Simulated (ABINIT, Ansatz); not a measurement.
# CsGeCl3 (R3m): G0W0 with ABINIT, start to end, part 3 of 3

How does a plane-wave GW calculation on CsGeCl3 (R3m) run from the first input to the gap?

ABINIT 10.8.3; LDA and many-body steps on it, plane waves. Known limits of the many-body steps: not at the basis limit; no spin-orbit coupling; coarse k mesh.

So far. Step 4 (Empty states on the mesh, 2×2×2 mesh, 352 bands): On this mesh the gap is 1.977 eV. Step 5 (Screening, 2×2×2 mesh, 320 bands, screening to 217.7 eV): Local fields lower ε∞ by 18 %. On a Γ-centred mesh this coarse the value itself is usually too large, while a short band sum pulls it down.

**6. Self-energy, 2×2×2 mesh, 320 bands, screening to 217.7 eV**

The self-energy is evaluated for the states that the input lists, and the levels follow from it, in one-shot runs by the linearised quasiparticle equation.

This step: G0W0 on LDA, plane waves, norm-conserving pseudopotentials.

File run.abi:

```
acell 3*1.0 Angstrom
rprim 
  3.846816390705 2.220960478697 3.178300533600
  -3.846816390705 2.220960478697 3.178300533600
  0.000000000000 -4.441920957394 3.178300533600
ntypat 3
znucl 55 32 17
natom 5
typat 1 2 3 3 3
xred 
  0.998403350000 0.998403350000 0.998403350000
  0.515533150000 0.515533150000 0.515533150000
  0.496712670000 0.496712670000 0.948638170000
  0.496712670000 0.948638170000 0.496712670000
  0.948638170000 0.496712670000 0.496712670000
pp_dirpath "pseudos"
pseudos "Cs.upf, Ge.upf, Cl.upf"
ecut 56
ngkpt 2 2 2
nshiftk 1
shiftk 0 0 0
kptopt 1
chksymbreak 0
istwfk *1
occopt 1
irdwfk 1
optdriver 4
nband 320
gwcalctyp 0
ecutsigx 56
symsigma 1
nkptgw 2
kptgw 
  0.5000000000 0.5000000000 0.5000000000
  0.0000000000 0.0000000000 0.0000000000
bdgw 
  25 28
  24 29
ecuteps 8
irdscr 1
ppmodel 1
indata_prefix "in"
outdata_prefix "out"
tmpdata_prefix "tmp"
```

Command:

```
OMP_NUM_THREADS=1 mpirun -n 8 abinit run.abi > log
```

Numbers of over 12 decimals in the logs are rounded to 6 here.

The program printed:

```text
.Version 10.8.3 of ABINIT. v10.8.2 released Aug 2026.

 Symmetries : space group R3 m (#160); Bravais hR (rhombohedral)
[... echo of the input left out ...]
== DATASET  1 ==================================================================
-   mpi_nproc: 8, omp_nthreads: 1 (-1 if OMP is not activated)

--- !DatasetInfo
iteration_state: {dtset: 1, }
dimensions: {natom: 5, nkpt: 4, mband: 320, nsppol: 1, nspinor: 1, nspden: 1, mpw: 22041, }
cutoff_energies: {ecut:  56.0, pawecutdg:  -1.0, }
electrons: {nelect:   5.20000000E+01, charge:   0.00000000E+00, occopt:   1.00000000E+00, tsmear:   1.00000000E-02, }

 SIGMA: Calculation of the GW corrections

 Based on a program developped by R.W. Godby, V. Olevano, G. Onida, and L. Reining.
 Incorporated in ABINIT by V. Olevano, G.-M. Rignanese, and M. Torrent.
.Using double precision arithmetic ; gwpc =  8

[... cell and pseudopotentials left out ...]
--------------------------------------------------------------------------------

 ==== K-mesh for the wavefunctions ====
 Number of points in the irreducible wedge :     4
[... list of points left out ...]
 Together with  6 symmetry operations and time-reversal symmetry
 yields     8 points in the full Brillouin Zone.

 ==== Q-mesh for screening function ====
 Number of points in the irreducible wedge :     4
[... list of points left out ...]
 Together with  6 symmetry operations and time-reversal symmetry
 yields     8 points in the full Brillouin Zone.

 vcoul_init : cutoff-mode = AUXILIARY_FUNCTION
 q-points for optical limit:   1
     1)      0.000010    0.000020    0.000030
 setmesh: FFT mesh size selected  =    72x   72x   72
          total number of points  =       373248

 Number of electrons calculated from density =   52.0000; Expected =   52.0000
 average of density, n =  0.047295
 r_s =    1.7154
 omega_plasma =   20.9780 [eV]

 === KS Band Gaps ===
  >>>> For spin  1
   Minimum direct gap =   1.9771 [eV], located at k-point      :   0.5000  0.5000  0.5000
   Fundamental gap    =   1.9771 [eV], Top of valence bands at :   0.5000  0.5000  0.5000
                                       Bottom of conduction at :   0.5000  0.5000  0.5000
 SIGMA fundamental parameters:
 PLASMON POLE MODEL  1
 number of plane-waves for SigmaX                22041
 number of plane-waves for SigmaC and W           1207
 number of plane-waves for wavefunctions         22041
 number of bands                                   320
 number of independent spin polarizations            1
 number of spinorial components                      1
 number of k-points in IBZ                           4
 number of q-points in IBZ                           4
 number of symmetry operations                       6
 number of k-points in BZ                            8
 number of q-points in BZ                            8
 number of frequencies for dSigma/dE                 9
 frequency step for dSigma/dE [eV]                0.25
 number of omega for Sigma on real axis              0
 max omega for Sigma on real axis  [eV]           0.00
 zcut for avoiding poles [eV]                     0.10

 EPSILON^-1 parameters (SCR file):
 dimension of the eps^-1 matrix on file           1207
 dimension of the eps^-1 matrix used              1207
 number of plane-waves for wavefunctions         22041
 number of bands                                   320
 number of q-points in IBZ                           4
 number of frequencies                               2
 number of real frequencies                          1
 number of imag frequencies                          1

 matrix elements of self-energy operator (all in [eV])

 Perturbative Calculation

--- !SelfEnergy_ee
iteration_state: {dtset: 1, }
kpoint     : [   0.500,    0.500,    0.500, ]
spin       : 1
KS_gap     :    1.977
QP_gap     :    3.678
Delta_QP_KS:    1.701
data: !SigmaeeData |
     Band     E0 <VxcDFT>   SigX SigC(E0)      Z dSigC/dE  Sig(E)    E-E0       E
       25  -0.190 -14.219 -18.514   2.696   0.769  -0.301 -15.448  -1.230  -1.420
       26   1.959 -14.764 -16.833   1.216   0.785  -0.274 -15.433  -0.670   1.289
       27   3.936 -11.282  -6.604  -3.399   0.807  -0.240 -10.251   1.031   4.967
       28   3.936 -11.282  -6.604  -3.399   0.807  -0.240 -10.251   1.031   4.967

--- !SelfEnergy_ee
iteration_state: {dtset: 1, }
kpoint     : [   0.000,    0.000,    0.000, ]
spin       : 1
KS_gap     :    5.520
QP_gap     :    7.346
Delta_QP_KS:    1.826
data: !SigmaeeData |
     Band     E0 <VxcDFT>   SigX SigC(E0)      Z dSigC/dE  Sig(E)    E-E0       E
       24  -0.526 -14.055 -18.275   2.662   0.770  -0.299 -15.254  -1.199  -1.726
       25  -0.526 -14.055 -18.275   2.662   0.770  -0.299 -15.254  -1.199  -1.726
       26  -0.340 -13.977 -17.781   2.381   0.771  -0.297 -15.074  -1.097  -1.437
       27   5.180  -7.348  -3.022  -3.456   0.838  -0.193  -6.619   0.729   5.909
       28   6.059  -7.267  -2.987  -3.345   0.840  -0.191  -6.482   0.785   6.844
       29   6.059  -7.267  -2.987  -3.345   0.840  -0.191  -6.482   0.785   6.844

== END DATASET(S) ==============================================================
================================================================================

 -outvars: echo values of variables after computation  --------
           etotal      0.0000000000E+00
            nband         320
             nkpt           4
          spgroup         160
 [... the other variables as echoed above ...]

 Calculation completed.
```

It took 94 s on 8 MPI ranks of Arm Neoverse V2, shared host; peak memory 6.8 GiB; 13 min of CPU time.

This step gave:

```
G0W0 gap on the points computed              : 3.678 eV
starting gap on the mesh                     : 1.977 eV
k of the valence top                         : 0.5, 0.5, 0.5
k of the conduction bottom                   : 0.5, 0.5, 0.5
Z at the valence top                         : 0.785
Z at the conduction bottom                   : 0.807
least direct G0W0 gap on the computed points : 3.678 eV
```

The gap on the mesh goes from 1.98 eV to 3.68 eV, a correction of +1.70 eV.

Limits: finite bands, cutoff and mesh; no spin-orbit coupling; coarse k mesh. v1 is the top filled band, c1 the lowest empty one. The levels before and after the correction (eV, zero at the valence-band top of each column):

```tsv
	conduction bottom	valence top
Kohn-Sham	1.98	0.00
G0W0	3.68	0.00
```

```tsv
	level	energy (eV)
Kohn-Sham	(0.5 0.5 0.5) v2	-2.149
Kohn-Sham	(0.5 0.5 0.5) v1	0.000
Kohn-Sham	(0.5 0.5 0.5) c1-c2	1.977
G0W0	(0.5 0.5 0.5) v2	-2.709
G0W0	(0.5 0.5 0.5) v1	0.000
G0W0	(0.5 0.5 0.5) c1-c2	3.678
```

**7. Where the time went**

Times are wall times on the hardware named with each run, good to a factor of about two.

```tsv
step	time	share	memory (GiB)
ground state	84 s	12 %	1.3
bands along the symmetry lines	81 s	12 %	1.2
empty states on the mesh	4.8 min	41 %	1.0
screening	2.5 min	22 %	6.8
self-energy	94 s	14 %	6.8
```

**8. Results**

* LDA gap: 1.98 eV, indirect (only 2 meV under the direct gap)
* G0W0 gap on the mesh: 3.68 eV
* GW settings: 2×2×2 mesh, 320 bands, screening to 217.7 eV, Godby-Needs plasmon pole
* known limits: not at the basis limit; no spin-orbit coupling; coarse k mesh

What this shows: G0W0 moves the gap on the mesh from 1.98 eV to 3.68 eV (+1.70 eV), with Z of 0.79 and 0.81 at the edges. Local fields lower the RPA ε∞ on this mesh from 7.24 to 5.96; a Γ-centred mesh this coarse tends to raise both, most where the direct gap is narrow, while a short band sum lowers them. Only 2 of the mesh's irreducible points were corrected, so a valley elsewhere could overtake. The dearest step here is «empty states on the mesh». Bands and cutoff are finite, so the gap is not at the basis limit. The miss can reach some tenths of an eV and take either sign; the mesh is an error of its own. In the G0W0 run levels were corrected at 2 k points alone, so a gap called «on the mesh» is the least over those, and an edge elsewhere would be missed. The 2×2×2 mesh is coarse for this cell, which bears on the long-range parts of exchange and screening. The many-body steps are scalar-relativistic: spin-orbit coupling is not in them.

[Paths, hosts, dates, memory and timing lines, banners, echoed tables and standing remarks are left out of the program output.]

[Logs are printed without paths, hosts, clocks, repeated set-up lines and the standing remarks that a program may print on its own settings, such as how far it seeks lower states.]

[Runs of the session that timed out or met a known fault of the program may be left out.]

[Hosts, paths, dates, database ids (printed as entryN), source tags and the programs' standing remarks are cut or masked in the printed files.]

[G0W0 gaps are taken among the corrected bands and points alone; a level outside them can change the order at an edge.]

[Where Ansatz stands beside ABINIT at settings called matched, ABINIT's density can come from a denser mesh and the files from another edition; pairs whose starting gaps differed by over 0.03 eV were left out, so agreement reads better than it is.]
